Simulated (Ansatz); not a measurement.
## armchair BAs nanoribbon (N = 3, H edges): bands by functional and under strain

What gap, if any, does the armchair BAs nanoribbon (N = 3, H edges) have, and how does it change with the functional and under strain?

Calculated with Ansatz 0.2.0; DFT PBE, plane waves, PAW; relaxation of a wire's period, in the first sound run; inputs show where later runs differ.

## 1. Starting point

The cell holds 10 atoms: 3 B, 3 As and 4 H. Its edges and angles: a = 12.993 Å, b = 7.000 Å, c = 5.880 Å, α = 90.0°, β = 90.0°, γ = 90.0°. Vacuum lies along a and b. The structure's axis is c.

## 2. The relaxed wire

Band widths follow the bond lengths, so the wire is relaxed first. The atoms and the third cell vector are free; the box across stays fixed as vacuum. A Fermi-Dirac smearing is set since the result may be a metal. The pressure printed is a third of the stress's trace over the whole box, vacuum included; only the stress along the axis is relaxed.

The input, input.yaml:

```yaml
crystal:
  lattice:
    - [12.993, 0.0, 0.0]
    - [0.0, 7.0, 0.0]
    - [0.0, 0.0, 5.88]
  atoms:
    - { symbol: B, position: [0.369355661, 0.5, 0.0] }
    - { symbol: B, position: [0.630636319, 0.5, 0.0] }
    - { symbol: As, position: [0.369355661, 0.5, 0.333333333] }
    - { symbol: As, position: [0.630636319, 0.5, 0.333333333] }
    - { symbol: H, position: [0.269375818, 0.5, 0.460884354] }
    - { symbol: H, position: [0.730616162, 0.5, 0.460884354] }
    - { symbol: B, position: [0.49999599, 0.5, 0.5] }
    - { symbol: As, position: [0.49999599, 0.5, 0.833333333] }
    - { symbol: H, position: [0.292704448, 0.5, 0.902210884] }
    - { symbol: H, position: [0.707287532, 0.5, 0.902210884] }
kpoints:
  mp_grid: { grid: [1, 1, 14] }
scf:
  occupations: { method: fermi_dirac, width: 0.05 }
hamiltonian:
  xc: pbe
relax:
  cell: { fix: [a, b, alpha, beta, gamma] }
  max_steps: 60
```

Launch:

```sh
ansatz run input.yaml --threads 8 --pin off --max-ram 16384MiB --backend cpu --events-out ev --progress --plain --runs-dir out
```

Numbers of over 12 decimals in the logs are rounded to 6 here.

The program printed:

```text
Engine: ansatz 0.2.0, x86_64-unknown-linux-gnu
Pseudopotentials: kind: paw
Pseudopotential: B, paw, valence charge 3, recommended cutoff 420 eV (normal), B.paw.azcp
Pseudopotential: As, paw, valence charge 15, recommended cutoff 420 eV (normal), As.paw.azcp
Pseudopotential: H, paw, valence charge 1, recommended cutoff 420 eV (normal), H.paw.azcp
Functional definition: PBE
  parameter kappa = 0.804
  parameter beta = 0.066725
  exchange = pbe_x(kappa = kappa, mu = beta*pi^2/3)
  correlation = pbe_c(beta = beta)
Crystal: 10 atoms, lattice volume = 534.792 Å³
Basis set: ecut = 420 eV, 10503 PW (Γ), exchange–correlation on 180×96×80 points (8 copies of the dense FFT grid, shifted against one another)
Bands: 39, of which v1, the nominal top of the filled ones, is band 29 counted from 1 (28 counted from 0)
Symmetry: 4 space group operations
Space group: Pmm2 (ITA 25), of the structure as read, at distance tolerance 8.1e-5 Å
k-points: 8 of 14 (time reversal used)
Non-local potential: B, projectors of the file, l = 0: 2, l = 1: 2, l = 2: 1
Non-local potential: As, projectors of the file, l = 0: 2, l = 1: 2, l = 2: 3, l = 3: 1
Non-local potential: H, projectors of the file, l = 0: 2, l = 1: 1
PAW form: soft (Blöchl's): semilocal exchange-correlation on the pseudo side does not see the compensation charge
PAW one-centre angular grid: B, 110 points (default); XC on 64 Gauss nodes
PAW one-centre angular grid: As, 590 points (default); XC on 64 Gauss nodes
PAW one-centre angular grid: H, 110 points (default); XC on 64 Gauss nodes
Initial density: superposition of atomic densities (neutral atoms: chi_scale 0, normalization atom), corrected by the library's trained network
Initial wavefunctions: pseudopotential atomic-orbital guess
Functional: x = pbe(κ = 0.804, μ = 0.219515), c = pbe(β = 0.066725)
SCF iter   1: F=—  HF=-15096.497764 eV  |F-HF|=—  |Δ(HF+E_count)|=         —  Δρ=1.65e-3  dr2=3.35e-2  ethr=1.77e-3  ⟨swp⟩=8.0  Hψ=1503  notcnv=0  defer=3
preconditioner: auto → Resta (q_TF=auto, 1.884 Å⁻¹)  ε∞=1.8  [insulator: Δε(μ)=1.357 eV  Ē_g=9.629 eV  σ=0.050 eV  W_gap=1.00  n_scr=60 (ndim 8)  ℏωp=8.5 eV  f_vac=0.672  D(μ)=0.00/eV (n_scr^D=0)  ε∞_Penn≈1.8  vacuum switching on, ρ_ref=6.7e-3 e/Å³]
SCF iter   2: F=—  HF=-15096.506888 eV  |F-HF|=—  |Δ(HF+E_count)|=   9.12e-3  Δρ=7.71e-4  dr2=4.64e-3  ethr=5.78e-5  ⟨swp⟩=3.2  Hψ=549  notcnv=0  defer=21
SCF iter   3: F=—  HF=-15096.510826 eV  |F-HF|=—  |Δ(HF+E_count)|=   3.94e-3  Δρ=3.30e-4  dr2=1.02e-3  ethr=8.00e-6  ⟨swp⟩=2.0  Hψ=501  notcnv=0  defer=21
SCF iter   4: F=—  HF=-15096.511954 eV  |F-HF|=—  |Δ(HF+E_count)|=   1.13e-3  Δρ=1.05e-4  dr2=1.50e-4  ethr=1.76e-6  ⟨swp⟩=2.4  Hψ=440  notcnv=0  defer=21
SCF iter   5: F=—  HF=-15096.511979 eV  |F-HF|=—  |Δ(HF+E_count)|=   2.49e-5  Δρ=3.99e-5  dr2=1.67e-5  ethr=2.58e-7  ⟨swp⟩=2.0  Hψ=386  notcnv=0  defer=21
SCF iter   6: F=—  HF=-15096.511967 eV  |F-HF|=—  |Δ(HF+E_count)|=   1.14e-5  Δρ=1.30e-5  dr2=7.89e-7  ethr=2.88e-8  ⟨swp⟩=2.4  Hψ=437  notcnv=0  defer=21
SCF iter   7: F=-15096.511971 eV  HF=-15096.511971 eV  |F-HF|=1.21e-7  |Δ(HF+E_count)|=   3.45e-6  Δρ=3.45e-6  dr2=7.02e-8  ethr=1.72e-10  ⟨swp⟩=5.0  Hψ=1120  notcnv=0
SCF 1 converged in 7 iterations: F = -15096.511971 eV  dr2 = 7.02e-8
  greatest PAW one-centre occupation: 0.999 electrons in one spin orbital (limit 2), on the As atom at site 3 (counted from 0), in its partial waves of l = 2
relax step   1: F+E_penalty+E_count = -15096.51197069 eV  Δ(F+E_penalty+E_count) = +0.000e0 eV  max|allowed force component| = 1.037e0 eV/Å  Δτ_max = 0.0000 Å  P = -0.153 GPa  Ω = 534.792 Å³  fix = [a, b, alpha, beta, gamma]  reactions: a -0.306, b +0.274 GPa  (7 SCF iters, dr2 threshold 1.00e-7 eV, accepted)
Crystal: 10 atoms, lattice volume = 539.603 Å³
Basis set: ecut = 420 eV, 10563 PW (Γ), exchange–correlation on 180×96×80 points (8 copies of the dense FFT grid, shifted against one another)
Initial density: handed on by an earlier stage of this run
Initial wavefunctions: those handed on with the density
iter 1 solved again at ethr=1.61e-4 eV; its pass at ethr=3.10e-3 eV (dr2=9.36e-2 eV) is discarded
SCF iter   1: F=—  HF=-15096.695341 eV  |F-HF|=—  |Δ(HF+E_count)|=         —  Δρ=5.33e-3  dr2=9.62e-2  ethr=1.61e-4  ⟨swp⟩=3.0  Hψ=1658  notcnv=0
preconditioner: auto → Resta (q_TF=auto, 1.881 Å⁻¹)  ε∞=1.7  [insulator: Δε(μ)=1.340 eV  Ē_g=9.768 eV  σ=0.050 eV  W_gap=1.00  n_scr=60 (ndim 8)  ℏωp=8.5 eV  f_vac=0.671  D(μ)=0.00/eV (n_scr^D=0)  ε∞_Penn≈1.7  vacuum switching on, ρ_ref=6.9e-3 e/Å³]
SCF iter   2: F=—  HF=-15096.680355 eV  |F-HF|=—  |Δ(HF+E_count)|=   1.50e-2  Δρ=2.65e-3  dr2=2.08e-2  ethr=1.61e-4  ⟨swp⟩=3.1  Hψ=503  notcnv=0
SCF iter   3: F=—  HF=-15096.680444 eV  |F-HF|=—  |Δ(HF+E_count)|=   8.89e-5  Δρ=8.24e-4  dr2=8.61e-3  ethr=3.59e-5  ⟨swp⟩=2.6  Hψ=516  notcnv=0
SCF iter   4: F=—  HF=-15096.678631 eV  |F-HF|=—  |Δ(HF+E_count)|=   1.81e-3  Δρ=1.64e-4  dr2=1.41e-4  ethr=1.48e-5  ⟨swp⟩=2.0  Hψ=392  notcnv=0
SCF iter   5: F=—  HF=-15096.678640 eV  |F-HF|=—  |Δ(HF+E_count)|=   8.31e-6  Δρ=6.23e-5  dr2=2.59e-5  ethr=2.44e-7  ⟨swp⟩=2.0  Hψ=404  notcnv=0
SCF iter   6: F=-15096.678643 eV  HF=-15096.678643 eV  |F-HF|=2.17e-7  |Δ(HF+E_count)|=   3.10e-6  Δρ=1.28e-5  dr2=8.59e-7  ethr=1.72e-9  ⟨swp⟩=4.0  Hψ=1241  notcnv=0
SCF 2 converged in 6 iterations: F = -15096.678643 eV  dr2 = 8.59e-7
relax step   2: F+E_penalty+E_count = -15096.67864295 eV  Δ(F+E_penalty+E_count) = -1.667e-1 eV  max|allowed force component| = 5.473e-1 eV/Å  Δτ_max = 0.1153 Å  P = +0.019 GPa  Ω = 539.603 Å³  energy of the carried Pulay correction = -9.277e-4 eV  fix = [a, b, alpha, beta, gamma]  reactions: a +0.136, b +0.261 GPa  (6 SCF iters, dr2 threshold 1.00e-6 eV, accepted)
Crystal: 10 atoms, lattice volume = 538.059 Å³
Basis set: ecut = 420 eV, 10559 PW (Γ), exchange–correlation on 180×96×80 points (8 copies of the dense FFT grid, shifted against one another)
iter 1 solved again at ethr=1.49e-5 eV; its pass at ethr=3.10e-3 eV (dr2=8.66e-3 eV) is discarded
SCF iter   1: F=—  HF=-15096.705591 eV  |F-HF|=—  |Δ(HF+E_count)|=         —  Δρ=1.23e-3  dr2=9.10e-3  ethr=1.49e-5  ⟨swp⟩=2.4  Hψ=1471  notcnv=0
preconditioner: auto → Resta (q_TF=auto, 1.882 Å⁻¹)  ε∞=1.8  [insulator: Δε(μ)=1.361 eV  Ē_g=9.777 eV  σ=0.050 eV  W_gap=1.00  n_scr=60 (ndim 8)  ℏωp=8.5 eV  f_vac=0.668  D(μ)=0.00/eV (n_scr^D=0)  ε∞_Penn≈1.8  vacuum switching on, ρ_ref=6.9e-3 e/Å³]
SCF iter   2: F=—  HF=-15096.703653 eV  |F-HF|=—  |Δ(HF+E_count)|=   1.94e-3  Δρ=5.86e-4  dr2=1.14e-3  ethr=1.49e-5  ⟨swp⟩=2.0  Hψ=399  notcnv=0
SCF iter   3: F=—  HF=-15096.703578 eV  |F-HF|=—  |Δ(HF+E_count)|=   7.54e-5  Δρ=2.66e-4  dr2=2.13e-4  ethr=1.97e-6  ⟨swp⟩=2.0  Hψ=370  notcnv=0
SCF iter   4: F=—  HF=-15096.703581 eV  |F-HF|=—  |Δ(HF+E_count)|=   3.16e-6  Δρ=6.01e-5  dr2=3.37e-5  ethr=3.68e-7  ⟨swp⟩=2.0  Hψ=401  notcnv=0
SCF iter   5: F=—  HF=-15096.703577 eV  |F-HF|=—  |Δ(HF+E_count)|=   3.92e-6  Δρ=1.74e-5  dr2=1.67e-6  ethr=5.82e-8  ⟨swp⟩=2.0  Hψ=388  notcnv=0
SCF iter   6: F=-15096.703577 eV  HF=-15096.703577 eV  |F-HF|=8.35e-8  |Δ(HF+E_count)|=   2.44e-7  Δρ=5.18e-6  dr2=2.05e-7  ethr=1.72e-9  ⟨swp⟩=5.0  Hψ=941  notcnv=0
SCF 3 converged in 6 iterations: F = -15096.703577 eV  dr2 = 2.05e-7
relax step   3: F+E_penalty+E_count = -15096.70357716 eV  Δ(F+E_penalty+E_count) = -2.493e-2 eV  max|allowed force component| = 1.557e-1 eV/Å  Δτ_max = 0.0268 Å  P = +0.038 GPa  Ω = 538.059 Å³  energy of the carried Pulay correction = -6.310e-4 eV  fix = [a, b, alpha, beta, gamma]  reactions: a -0.036, b +0.261 GPa  (6 SCF iters, dr2 threshold 1.00e-6 eV, accepted)
[...]
relax step   4: F+E_penalty+E_count = -15096.70531423 eV  Δ(F+E_penalty+E_count) = -1.737e-3 eV  max|allowed force component| = 8.564e-3 eV/Å  Δτ_max = 0.0070 Å  P = +0.089 GPa  Ω = 537.891 Å³  energy of the carried Pulay correction = -5.986e-4 eV  fix = [a, b, alpha, beta, gamma]  reactions: a +0.002, b +0.260 GPa  (5 SCF iters, dr2 threshold 1.00e-6 eV, accepted)
Initial wavefunctions: pseudopotential atomic-orbital guess (no wavefunctions were taken with the density)
iter 1 solved again at ethr=1.94e-7 eV; its pass at ethr=3.10e-3 eV (dr2=1.13e-4 eV) is discarded
SCF iter   1: F=—  HF=-15096.705452 eV  |F-HF|=—  |Δ(HF+E_count)|=         —  Δρ=2.42e-5  dr2=2.85e-7  ethr=1.94e-7  ⟨swp⟩=3.2  Hψ=2287  notcnv=0
preconditioner: auto → Resta (q_TF=auto, 1.882 Å⁻¹)  ε∞=1.8  [insulator: Δε(μ)=1.371 eV  Ē_g=9.782 eV  σ=0.050 eV  W_gap=1.00  n_scr=60 (ndim 8)  ℏωp=8.5 eV  f_vac=0.669  D(μ)=0.00/eV (n_scr^D=0)  ε∞_Penn≈1.8  vacuum switching on, ρ_ref=6.9e-3 e/Å³]
SCF iter   2: F=—  HF=-15096.705775 eV  |F-HF|=—  |Δ(HF+E_count)|=   3.23e-4  Δρ=1.22e-5  dr2=7.14e-8  ethr=4.91e-10  ⟨swp⟩=3.0  Hψ=565  notcnv=0
SCF iter   3: F=—  HF=-15096.705905 eV  |F-HF|=—  |Δ(HF+E_count)|=   1.30e-4  Δρ=5.02e-6  dr2=1.91e-8  ethr=1.23e-10  ⟨swp⟩=2.0  Hψ=424  notcnv=0
SCF iter   4: F=—  HF=-15096.705943 eV  |F-HF|=—  |Δ(HF+E_count)|=   3.84e-5  Δρ=3.69e-7  dr2=1.07e-9  ethr=3.30e-11  ⟨swp⟩=2.6  Hψ=431  notcnv=0
SCF iter   5: F=-15096.705943 eV  HF=-15096.705943 eV  |F-HF|=2.26e-7  |Δ(HF+E_count)|=   1.19e-7  Δρ=1.81e-7  dr2=8.08e-11  ethr=1.00e-12  ⟨swp⟩=4.0  Hψ=1234  notcnv=0
SCF 5 converged in 5 iterations: F = -15096.705943 eV  dr2 = 8.08e-11
relax step   5: F+E_penalty+E_count = -15096.70594318 eV  Δ(F+E_penalty+E_count) = -6.290e-4 eV  max|allowed force component| = 8.696e-3 eV/Å  Δτ_max = 0.0000 Å  P = +0.090 GPa  Ω = 537.891 Å³  fix = [a, b, alpha, beta, gamma]  reactions: a +0.001, b +0.261 GPa  stress off target by 7.25e-3 GPa on what of the cell is left free  SCF on the basis re-selected at this cell (its energy is not comparable with the rows above)  (5 SCF iters)
basis re-selected at this cell: Δ(F+E_penalty+E_count) = -6.290e-4 eV, ΔP = +0.001 GPa vs the last step (what re-selecting the basis moved, of the pressure what is left beyond the Pulay correction that the steps carried, after the strain that the cell walked since its last selection, with what the two solves' SCF thresholds leave and, on support functions, any second-order correction that the steps lacked; it is no m [...]
SCF converged after 5 iterations
Free energy (F): -15096.705943 eV
Harris-Foulkes:  -15096.705943 eV  (|F-HF|=2.26e-7)
Internal energy: -15096.705943 eV  (E = F + TS)
E sigma→0 (E₀):  -15096.705943 eV
Entropy (-TS):   -0.000000 eV (-0.000 meV/atom)
Fermi energy:    -1.685861 eV
--- Per-component energies (eV) ---
  E_band       = -1350.618688
  E_kinetic    = 500.690863
  E_local      = -16154.551587  (includes V_loc(G=0)·N_el)
  E_nonlocal   = -1965.934051
  E_hartree    = 7990.150687
  E_xc         = -363.530242
  E_vxc        = -389.834792  (∫ρ·V_xc dr)
  E_paw        = -5747.770002  (= ΣΔE_a)
  E_vpaw       = 678.714675  (= ΣTr[D̂ρ^β])
  E_aug_tail   = -0.004955  (compensation charges beyond the density's cutoff)
  E_ewald      = 644.243344
  E_smearing   = -0.000000  (= −TS)
  E_closure    = 0.000000  (closes the sum)
  Σ components = -15096.705943   (vs F -15096.705943, Δ=0.00e0)
--- Forces (eV/Å), atoms counted from 1 ---
  atom   1  B      0.00700958     0.00000000    -0.00580627
  atom   2  B     -0.00700958     0.00000000    -0.00580627
  atom   3  As    -0.00502508     0.00000000     0.00869685
  atom   4  As     0.00502508     0.00000000     0.00869685
  atom   5  H      0.00535240     0.00000000    -0.00444643
  atom   6  H     -0.00535240     0.00000000    -0.00444643
  atom   7  B      0.00000000     0.00000000    -0.00087816
  atom   8  As    -0.00000000     0.00000000     0.00316438
  atom   9  H     -0.00635925     0.00000000     0.00041685
  atom  10  H      0.00635925     0.00000000     0.00041685
  max |Σ_I F_I| component: 8.24e-6 eV/Å
--- Stress (GPa, compression-positive) ---
        0.001142      -0.000000      -0.000000
       -0.000000       0.260664      -0.000000
       -0.000000      -0.000000       0.007246
  P = ⅓ Tr σ = 0.0897 GPa (0.897 kbar)
--- Relaxed structure (4 steps of the walk, 4 accepted, 1 SCFs on fresh bases) ---
  F+E_penalty+E_count = -15096.70594318 eV   max|allowed force component| = 8.696e-3 eV/Å   (the final SCF, on the basis selected at the relaxed cell)
  cell:  # Å, volume = 537.8911 Å³
    - [12.993, 0, 0]
    - [0, 7.0, 0]
    - [0, 0, 5.914076]
  atoms:
    - { symbol: B, position: [0.369814, 0.5, 0.00195443] }
    - { symbol: B, position: [0.630178, 0.5, 0.00195443] }
    - { symbol: As, position: [0.375767, 0.5, 0.325962] }
    - { symbol: As, position: [0.624225, 0.5, 0.325962] }
    - { symbol: H, position: [0.275961, 0.5, 0.454243] }
    - { symbol: H, position: [0.724031, 0.5, 0.454243] }
    - { symbol: B, position: [0.499996, 0.5, 0.506657] }
    - { symbol: As, position: [0.499996, 0.5, 0.840919] }
    - { symbol: H, position: [0.288749, 0.5, 0.907147] }
    - { symbol: H, position: [0.711243, 0.5, 0.907147] }
```

Elapsed: 3.4 s, on 8 threads of AMD EPYC 9R45, shared host; peak memory 1.1 GiB; 23 s of CPU time.

Relaxation path:

| step | energy less that of the first step (eV) | largest force component (eV/Å) | pressure (GPa) | volume (Å³) |
| --- | --- | --- | --- | --- |
| 1 | 0.0000 | 1.0366 | -0.15 | 534.79 |
| 2 | -0.1667 | 0.5473 | 0.02 | 539.60 |
| 3 | -0.1916 | 0.1557 | 0.04 | 538.06 |
| 4 | -0.1933 | 0.0086 | 0.09 | 537.89 |
| 5* | -0.1940 | 0.0087 | 0.09 | 537.89 |

Relaxation steps marked * repeat the geometry before them on a plane-wave basis chosen anew for their cell, so energy and pressure can jump there.

Forces are held to the 4 operations that the run works with; a distortion that breaks them can't arise in this run.

```
cell as run  before  after  change
      c (Å)   5.880  5.914  +0.6 %
```

The atoms that moved most (Å, along periodic axes as changes of fractional coordinates times the final cell, across vacuum about the mean position):

| atom | dx | dy | dz | length |
| --- | --- | --- | --- | --- |
| H5 | 0.086 | 0.000 | -0.039 | 0.094 |
| H6 | -0.086 | 0.000 | -0.039 | 0.094 |
| As4 | -0.083 | 0.000 | -0.044 | 0.094 |
| As3 | 0.083 | 0.000 | -0.044 | 0.094 |
| H10 | 0.051 | 0.000 | 0.029 | 0.059 |
| H9 | -0.051 | 0.000 | 0.029 | 0.059 |
| As8 | 0.000 | 0.000 | 0.045 | 0.045 |
| B7 | 0.000 | 0.000 | 0.039 | 0.039 |

This step gave:

```
cell length along the wire : 5.914 Å
```

The cell's length comes to 5.914 Å with spin left out.

(Part 1 of 4 ends here.)

[Logs are printed without paths, hosts, clocks, repeated set-up lines and the standing remarks that a program may print on its own settings, such as how far it seeks lower states.]

[Hosts, paths, dates, database ids (printed as entryN), source tags and the programs' standing remarks are cut or masked in the printed files.]
